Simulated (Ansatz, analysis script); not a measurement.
## Free-standing triangular Ni monolayer, spacing 2.778 Å: E(q) by the generalised Bloch theorem

Aim: the energy of a free-standing triangular Ni monolayer, spacing 2.778 Å as its moments wind into spirals of wavevector q.

Program: Ansatz 0.2.0. Level of theory: PBEsol, PAW set soft_1 (files made for PBE). Results are calculated unless marked as measured.

## Step 1: The starting structure

The cell holds 1 atom: 1 Ni. Its edges and angles: a = 2.778 Å, b = 2.778 Å, c = 14.000 Å, α = 90.0°, β = 90.0°, γ = 120.0°. An idealised lattice of chosen spacing, in vacuum. Vacuum lies along c.

## Step 2: The collinear state

A collinear run comes first: it shows whether moments survive, and how large they are.

input.yaml reads:

```yaml
crystal:
  lattice:
    - [2.778, 0.0, 0.0]
    - [-1.389, 2.405819, 0.0]
    - [0.0, 0.0, 14.0]
  atoms:
    - { symbol: Ni, position: [0.0, 0.0, 0.5], spin: 1.0 }
magnetization:
  spin_polarized: true
kpoints:
  mp_grid: { grid: [9, 9, 1] }
hamiltonian:
  xc: pbesol
  pseudopotentials: { kind: paw, azcp: { folder: soft_1 }, xc_functional: pbe }
scf:
  occupations: { method: fermi_dirac, width: 0.1 }
  max_iter: 120
  convergence: { dr2_threshold: 1.0e-08 }
  lower_state_search: "off"
```

The run is started by

```console
ansatz run input.yaml --threads 4 --pin off --max-ram 8192MiB --backend cpu --events-out ev --progress --plain --runs-dir out
```

Numbers of over 12 decimals in the logs are rounded to 6 here.

Log:

```text
Engine: ansatz 0.2.0, aarch64-unknown-linux-gnu
Pseudopotentials: kind: paw
Pseudopotential: Ni, paw, valence charge 18, recommended cutoff 420 eV (normal), soft_1/Ni.paw.azcp
Functional definition: PBEsol
  exchange = pbesol_x
  correlation = pbesol_c
Crystal: 1 atoms, lattice volume = 93.567 Å³
Basis set: ecut = 420 eV, 1847 PW (Γ)
Bands: 14, of which v1, the nominal top of the filled ones, is band 9 counted from 1 (8 counted from 0)
Symmetry: 24 space group operations
Space group: P6/mmm (ITA 191), of the structure as read, at distance tolerance 4.5e-5 Å
Magnetic group: BNS 191.233 (UNI 1463), of the structure as read, at distance tolerance 4.5e-5 Å
k-points: 12 of 81
Non-local potential: Ni, projectors of the file, l = 0: 3, l = 1: 2, l = 2: 3, l = 3: 1
PAW form: soft (Blöchl's): semilocal exchange-correlation on the pseudo side does not see the compensation charge
PAW frozen core: Ni, regenerated for the run's functional, and the local potential with it (the file was generated under x = pbe(κ = 0.804, μ = 0.219515), c = pbe(β = 0.066725))
PAW one-centre angular grid: Ni, 590 points (default); XC on 64 Gauss nodes
Initial density: superposition of atomic densities (neutral atoms: chi_scale 0, normalization atom)
Starting moments: Σ|m| = 1 μB on 1 of 1 site
Initial wavefunctions: pseudopotential atomic-orbital guess
Functional: x = pbesol(κ = 0.804, μ = 0.123457), c = pbesol(β = 0.046)
SCF iter   1: F=—  HF=-5803.459066 eV  |F-HF|=—  |Δ(HF+E_count)|=         —  Δρ=5.56e-2 (↑3.03e-2 ↓5.56e-2)  dr2=5.06e0  dr2_m=1.51e-1  M=0.655 μB ∫|m|=0.664 μB  β_m=0.30  ethr=3.10e-3  ⟨swp⟩=5.7  Hψ=1869  notcnv=0
preconditioner: auto → LDOS  [metal: Δε(μ)=0.026 eV  Ē_g=9.452 eV  σ=0.100 eV  W_gap=0.06  n_scr=8 (ndim 8)  ℏωp=12.1 eV  f_vac=0.704  D(μ)=3.91/eV (n_scr^D=30)]
spin=Collinear: LDOS preconditioning applied to the charge; magnetization (m = ρ↑ − ρ↓) channel mixes plain (no charge-response kernel on spin).
SCF iter   2: F=—  HF=-5802.902083 eV  |F-HF|=—  |Δ(HF+E_count)|=   5.57e-1  Δρ=1.72e-2 (↑1.72e-2 ↓1.28e-2)  dr2=9.48e-1  dr2_m=7.02e-3  M=0.892 μB ∫|m|=0.895 μB  β_m=1.00  ethr=3.10e-3  ⟨swp⟩=2.0  Hψ=754  notcnv=0  defer=7
SCF iter   3: F=—  HF=-5802.763198 eV  |F-HF|=—  |Δ(HF+E_count)|=   1.39e-1  Δρ=1.03e-2 (↑1.03e-2 ↓3.94e-3)  dr2=2.83e-1  dr2_m=1.28e-2  M=0.909 μB ∫|m|=0.949 μB  β_m=1.00  ethr=3.10e-3  ⟨swp⟩=2.1  Hψ=458  notcnv=0  defer=7
SCF iter   4: F=—  HF=-5802.696243 eV  |F-HF|=—  |Δ(HF+E_count)|=   6.70e-2  Δρ=5.81e-3 (↑2.14e-3 ↓5.81e-3)  dr2=1.81e-2  dr2_m=8.06e-3  M=0.912 μB ∫|m|=1.008 μB  β_m=1.00  ethr=1.57e-3  ⟨swp⟩=3.3  Hψ=619  notcnv=0  defer=7
SCF iter   5: F=—  HF=-5802.712550 eV  |F-HF|=—  |Δ(HF+E_count)|=   1.63e-2  Δρ=2.70e-3 (↑1.36e-3 ↓2.70e-3)  dr2=6.44e-3  dr2_m=7.75e-4  M=0.912 μB ∫|m|=1.025 μB  β_m=1.00  ethr=1.01e-4  ⟨swp⟩=2.3  Hψ=524  notcnv=0  defer=7
SCF iter   6: F=—  HF=-5802.725761 eV  |F-HF|=—  |Δ(HF+E_count)|=   1.32e-2  Δρ=7.89e-4 (↑7.89e-4 ↓3.36e-4)  dr2=6.58e-4  dr2_m=5.89e-5  M=0.912 μB ∫|m|=1.029 μB  β_m=0.30  ethr=3.58e-5  ⟨swp⟩=2.2  Hψ=566  notcnv=0  defer=7
Mixer restart at iter 6: flushing history
spin-set hold released at iteration 6 (site moments contracting): the magnetisation degrees of freedom join the quasi-Newton model from the next iteration; the mixer history was flushed
SCF iter   7: F=—  HF=-5802.729639 eV  |F-HF|=—  |Δ(HF+E_count)|=   3.88e-3  Δρ=5.45e-4 (↑5.45e-4 ↓5.36e-4)  dr2=7.15e-5  dr2_m=2.02e-4  M=0.913 μB ∫|m|=1.034 μB  β_m=0.65  ethr=3.66e-6  ⟨swp⟩=1.7  Hψ=438  notcnv=0  defer=6
SCF iter   8: F=—  HF=-5802.734482 eV  |F-HF|=—  |Δ(HF+E_count)|=   4.84e-3  Δρ=1.12e-3 (↑1.12e-3 ↓8.66e-4)  dr2=1.05e-3  dr2_m=2.76e-4  M=0.913 μB ∫|m|=1.048 μB  β_m=0.71  ethr=3.97e-7  ⟨swp⟩=2.3  Hψ=643  notcnv=0  defer=6
SCF iter   9: F=—  HF=-5802.734801 eV  |F-HF|=—  |Δ(HF+E_count)|=   3.19e-4  Δρ=1.18e-3 (↑1.89e-4 ↓1.18e-3)  dr2=6.89e-4  dr2_m=2.47e-4  M=0.913 μB ∫|m|=1.055 μB  β_m=0.85  ethr=3.97e-7  ⟨swp⟩=2.2  Hψ=641  notcnv=0  defer=6
SCF iter  10: F=—  HF=-5802.735055 eV  |F-HF|=—  |Δ(HF+E_count)|=   2.54e-4  Δρ=5.75e-4 (↑3.38e-5 ↓5.75e-4)  dr2=1.09e-4  dr2_m=7.30e-5  M=0.913 μB ∫|m|=1.057 μB  β_m=0.93  ethr=3.97e-7  ⟨swp⟩=2.0  Hψ=548  notcnv=0  defer=6
SCF iter  11: F=—  HF=-5802.735226 eV  |F-HF|=—  |Δ(HF+E_count)|=   1.71e-4  Δρ=1.60e-4 (↑2.25e-5 ↓1.60e-4)  dr2=7.17e-6  dr2_m=4.72e-6  M=0.913 μB ∫|m|=1.059 μB  β_m=0.80  ethr=3.97e-7  ⟨swp⟩=2.1  Hψ=643  notcnv=0  defer=4
SCF iter  12: F=—  HF=-5802.735207 eV  |F-HF|=—  |Δ(HF+E_count)|=   1.88e-5  Δρ=4.15e-5 (↑2.42e-5 ↓4.15e-5)  dr2=1.20e-6  dr2_m=3.69e-7  M=0.913 μB ∫|m|=1.059 μB  β_m=0.70  ethr=3.99e-8  ⟨swp⟩=2.3  Hψ=596  notcnv=0  defer=4
SCF iter  13: F=—  HF=-5802.735207 eV  |F-HF|=—  |Δ(HF+E_count)|=   1.32e-7  Δρ=1.13e-5 (↑6.80e-6 ↓1.13e-5)  dr2=8.82e-8  dr2_m=3.09e-8  M=0.913 μB ∫|m|=1.059 μB  β_m=0.85  ethr=6.68e-9  ⟨swp⟩=2.3  Hψ=436  notcnv=0  defer=4
SCF iter  14: F=-5802.735207 eV  HF=-5802.735207 eV  |F-HF|=4.49e-9  |Δ(HF+E_count)|=   1.28e-9  Δρ=8.21e-7 (↑2.77e-7 ↓8.21e-7)  dr2=1.60e-10  dr2_m=1.92e-10  M=0.913 μB ∫|m|=1.059 μB  ethr=5.56e-11  ⟨swp⟩=1.5  Hψ=930  notcnv=0
SCF 1 converged in 14 iterations: F = -5802.735207 eV  dr2 = 1.60e-10
  greatest PAW one-centre occupation: 1.001 electrons in one spin orbital (limit 2), on the Ni atom at site 0 (counted from 0), in its partial waves of l = 1
SCF converged after 14 iterations
Magnetization: 0.9130 μB (9.4565 up, 8.5435 down)
Absolute magnetization: 1.0594 μB (∫|ρ↑−ρ↓|, with the PAW one-centre terms)
Spin contamination: 0.0226 ħ² per cell (⟨S²⟩ above its minimum at these occupations)
Per-site moments (μB) at R_I (Å): [(0.977640, 1.145925)]
Free energy (F): -5802.735207 eV
Harris-Foulkes:  -5802.735207 eV  (|F-HF|=4.49e-9)
Internal energy: -5802.619678 eV  (E = F + TS)
E sigma→0 (E₀):  -5802.677443 eV
Entropy (-TS):   -0.115529 eV (-115.529 meV/atom)
Fermi energy:    -2.464388 eV
--- Per-component energies (eV) ---
  E_band       = -637.502464
  E_kinetic    = 333.093600
  E_local      = -11625.950231  (includes V_loc(G=0)·N_el)
  E_nonlocal   = -109.527312
  E_hartree    = 5754.720655
  E_xc         = -106.998458
  E_vxc        = -138.435295  (∫ρ·V_xc dr)
  E_paw        = -1627.212047  (= ΣΔE_a)
  E_vpaw       = -606.124989  (= ΣTr[D̂ρ^β])
  E_aug_tail   = 0.000872  (compensation charges beyond the density's cutoff)
  E_ewald      = 1579.055955
  E_core_change = 0.197289  (= ΣΔE_core)
  E_smearing   = -0.115529  (= −TS)
  E_closure    = 0.000000  (closes the sum)
  Σ components = -5802.735207   (vs F -5802.735207, Δ=0.00e0)
```

The job ended after 0.75 s (4 threads of Arm Neoverse V2, shared host; peak memory 0.34 GiB).

Reading the cycles: dr2 is the Hartree energy of the density residual (eV), the measure of convergence; HF is the Harris–Foulkes estimate of the energy, which meets the free energy F at convergence.

Spin moment in the atom's sphere by atom:

| atom | spin moment in the atom's sphere (μB) |
| --- | --- |
| Ni1 | 0.978 |

The run ends ferromagnetic, with a net moment of 0.913 μB a cell. With one Ni atom carrying the moment, parallel order of its images is forced by the cell, not found.

## Step 3: Denser mesh

Levels at the Fermi energy are partly filled, so moments and energy differences can hang on the k-mesh, and the state is solved again on a denser one.

input.yaml, the sections that differ from step 2:

```yaml
crystal:
  lattice:
    - [2.778, 0.0, 0.0]
    - [-1.389, 2.405819, 0.0]
    - [0.0, 0.0, 14.0]
  atoms:
    - { symbol: Ni, position: [0.0, 0.0, 0.5], spin: 0.98 }
kpoints:
  mp_grid: { grid: [22, 22, 1] }
basis:
  ecutwfc: 420.0
checkpoint:
  read: start
  write: ck
  compress: false
  write_wavefunctions: false
  write_every: 100000
# magnetization, hamiltonian, scf: as in step 2
```

Log:

```text
[...]
Magnetization: 0.9224 μB (9.4612 up, 8.5388 down)
Absolute magnetization: 1.0422 μB (∫|ρ↑−ρ↓|, with the PAW one-centre terms)
[...]
Per-site moments (μB) at R_I (Å): [(0.975947, 1.145925)]
Free energy (F): -5802.722226 eV
[...]
Internal energy: -5802.603063 eV  (E = F + TS)
E sigma→0 (E₀):  -5802.662645 eV
Entropy (-TS):   -0.119163 eV (-119.163 meV/atom)
Fermi energy:    -2.445668 eV
[...]
[key lines of the parts left out:]
SCF converged after 8 iterations
```

Run time: 1.7 s. Hardware: 4 threads; peak memory 0.43 GiB; 5.8 s of CPU time.

Spin moment in the atom's sphere by atom:

| atom | spin moment in the atom's sphere (μB) |
| --- | --- |
| Ni1 | 0.976 |

The run ends ferromagnetic, with a net moment of 0.922 μB a cell, against 0.913 μB on the first mesh.

Each spiral starts from these moments, tilted 90° from the rotation axis z (a flat spiral); sizes are free, while the program holds flat spirals in their plane. Spin–orbit coupling is switched off, so the energy does not depend on how the axis lies in the crystal. The folder named start holds the saved collinear state, from which each run begins.

The runs on spinors take the mesh 24×24×1.

## Step 4: q = (0, 0, 0)

The reference is the same input at q = 0, so that basis and exchange-correlation form match those at other q. Every q is chosen so that q/2 is a mesh vector: every spiral then samples the k-points of q = 0, and much mesh noise cancels.

input.yaml, the sections that differ from step 3:

```yaml
crystal:
  lattice:
    - [2.778, 0.0, 0.0]
    - [-1.389, 2.405819, 0.0]
    - [0.0, 0.0, 14.0]
  atoms:
    - { symbol: Ni, position: [0.0, 0.0, 0.5], spin: 0.98, spin_axis: [1.0, 0.0, 0.0] }
kpoints:
  mp_grid: { grid: [24, 24, 1] }
magnetization:
  noncollinear: true
  spin_spiral: { q: [0.0, 0.0, 0.0] }
checkpoint:
  read: start
# hamiltonian, scf, basis: as in step 3
```

The run is started by

```console
ansatz run input.yaml --threads 1 --pin off --max-ram 2048MiB --backend cpu --events-out ev --progress --plain --runs-dir out
```

Log:

```text
Warning: checkpoint.read: spin treatment differs: saved collinear, current noncollinear; the saved charge density seeds this run and the saved magnetisation is carried along the axis that this deck's starting moments share; the saved density holds an absolute magnetisation of 1.0e0 μB; saved orbitals and DFT+U occupations are not carried; the saved PAW projector densities are carried along that axis
Warning: checkpoint.read: magnetization.spin_spiral differs: saved none, current q = [0, 0, 0]; the saved state is no spin spiral's: the SCF starts from none of its orbitals and from its density, each atom's moment turned about z as a whole to its place on this deck's spiral. A spiral's own state at q: [0, 0, 0] serves better
[...]
Crystal: 1 atoms, lattice volume = 93.567 Å³
Basis set: ecut = 420 eV, 1847 PW (Γ)
Bands: 26, of which v1, the nominal top of the filled ones, is band 18 counted from 1 (17 counted from 0)
Symmetry: 24 space group operations
k-points: 61 of 576
Spin spiral: q = (0, 0, 0) of the reciprocal vectors; moments are told in the frame that turns with it, a site's in that at the site
[...]
SCF iter   6: F=-5802.722798 eV  HF=-5802.722798 eV  |F-HF|=1.78e-9  |Δ(HF+E_count)|=   1.78e-8  Δρ=3.06e-6  dr2=7.95e-10  dr2_m=2.00e-9  ethr=5.56e-11  |M|=9.32e-1 ∫|m|=1.05e0 μB  |m|>n=3.2e-2 m-floor=3.2e-2 τ_xc=4.2e-10 mc-row=3.2e-2  ⟨swp⟩=2.0  Hψ=2971  notcnv=0
SCF 1 converged in 6 iterations: F = -5802.722798 eV  dr2 = 7.95e-10
[...]
SCF converged after 6 iterations
Magnetization: |M| = 0.9324 μB,  M = (+0.9324, -0.0000, +0.0000) μB
Absolute magnetization: 1.0479 μB (∫|m|, with the PAW one-centre terms)
  site 0: m = (+0.9841, -0.0000, +0.0000) μB, |m| = 0.9841 μB  (R = 1.15 Å)
Free energy (F): -5802.722798 eV
[...]
Internal energy: -5802.604738 eV  (E = F + TS)
E sigma→0 (E₀):  -5802.663768 eV
Entropy (-TS):   -0.118060 eV (-118.060 meV/atom)
Fermi energy:    -2.448714 eV
[...]
```

Run time: 17 s. Hardware: 1 thread; peak memory 0.57 GiB.

The largest moment is 0.984 μB, against 0.976 μB in the collinear run.

## Step 5: q = (0.083, 0.083, 0)

Only q changes. The cell stays that of the crystal, since the generalised Bloch theorem carries the rotation from cell to cell.

input.yaml, as its differences from that of step 4:

```diff
@@ -21,3 +21,3 @@
   noncollinear: true
-  spin_spiral: { q: [0.0, 0.0, 0.0] }
+  spin_spiral: { q: [0.08333333, 0.08333333, 0.0] }
 checkpoint:
```

Log:

```text
[...]
Crystal: 1 atoms, lattice volume = 93.567 Å³
Basis set: ecut = 420 eV, 1847 PW (Γ)
Bands: 26, of which v1, the nominal top of the filled ones, is band 18 counted from 1 (17 counted from 0)
Symmetry: 4 space group operations
k-points: 157 of 576
[...]
SCF iter  13: F=-5802.703654 eV  HF=-5802.703654 eV  |F-HF|=9.09e-12  |Δ(HF+E_count)|=   3.86e-8  Δρ=8.81e-7  dr2=1.83e-10  dr2_m=9.63e-11  ethr=3.47e-12  |M|=9.06e-1 ∫|m|=1.03e0 μB  |m|>n=3.0e-2 m-floor=3.0e-2 τ_xc=1.1e-3 mc-row=3.0e-2  ⟨swp⟩=1.1  Hψ=13519  notcnv=0
SCF 1 converged in 13 iterations: F = -5802.703654 eV  dr2 = 1.83e-10
[...]
SCF converged after 13 iterations
[...]
Magnetization: |M| = 0.9060 μB,  M = (+0.9060, -0.0000, +0.0000) μB
Absolute magnetization: 1.0261 μB (∫|m|, with the PAW one-centre terms)
  site 0: m = (+0.9615, -0.0000, +0.0000) μB, |m| = 0.9615 μB  (R = 1.15 Å)
Free energy (F): -5802.703654 eV
[...]
Internal energy: -5802.573285 eV  (E = F + TS)
E sigma→0 (E₀):  -5802.638469 eV
Entropy (-TS):   -0.130369 eV (-130.369 meV/atom)
Fermi energy:    -2.450313 eV
[...]
```

Run time: 2 min. Hardware: 1 thread; peak memory 0.93 GiB.

The energy of the cell lies 19.1 meV above that at q = 0, and the largest moment is 0.961 μB against 0.984 μB.

## Step 6: q = (0.167, 0, 0)

input.yaml, as its differences from that of step 5:

```diff
@@ -21,3 +21,3 @@
   noncollinear: true
-  spin_spiral: { q: [0.08333333, 0.08333333, 0.0] }
+  spin_spiral: { q: [0.16666667, 0.0, 0.0] }
 checkpoint:
```

Log:

```text
[...]
Crystal: 1 atoms, lattice volume = 93.567 Å³
Basis set: ecut = 420 eV, 1847 PW (Γ)
Bands: 26, of which v1, the nominal top of the filled ones, is band 18 counted from 1 (17 counted from 0)
Symmetry: 4 space group operations
k-points: 157 of 576
[...]
SCF iter  11: F=-5802.698635 eV  HF=-5802.698635 eV  |F-HF|=8.98e-9  |Δ(HF+E_count)|=   1.02e-8  Δρ=4.41e-6  dr2=9.92e-9  dr2_m=9.74e-10  ethr=3.46e-11  |M|=8.97e-1 ∫|m|=1.02e0 μB  |m|>n=3.0e-2 m-floor=3.0e-2 τ_xc=1.2e-3 mc-row=3.0e-2  ⟨swp⟩=3.0  Hψ=10534  notcnv=0
SCF 1 converged in 11 iterations: F = -5802.698635 eV  dr2 = 9.92e-9
[...]
SCF converged after 11 iterations
Magnetization: |M| = 0.8969 μB,  M = (+0.8969, +0.0000, +0.0000) μB
Absolute magnetization: 1.0169 μB (∫|m|, with the PAW one-centre terms)
  site 0: m = (+0.9531, +0.0000, +0.0000) μB, |m| = 0.9531 μB  (R = 1.15 Å)
Free energy (F): -5802.698635 eV
[...]
Internal energy: -5802.565183 eV  (E = F + TS)
E sigma→0 (E₀):  -5802.631909 eV
Entropy (-TS):   -0.133452 eV (-133.452 meV/atom)
Fermi energy:    -2.450841 eV
[...]
```

Wall time 83 s (1 thread); peak memory 0.92 GiB.

The energy of the cell lies 24.2 meV above that at q = 0, and the largest moment is 0.953 μB against 0.984 μB.

(Part 1 of 2 ends here.)

[Logs and program files are shortened in this print: banners, set-up blocks, solver, clock and traceback lines can be left out without a mark of their own.]

[Logs are printed without paths, hosts, clocks, repeated set-up lines and the standing remarks that a program may print on its own settings, such as how far it seeks lower states.]

[Hosts, paths, dates, database ids (printed as entryN), source tags and the programs' standing remarks are cut or masked in the printed files.]
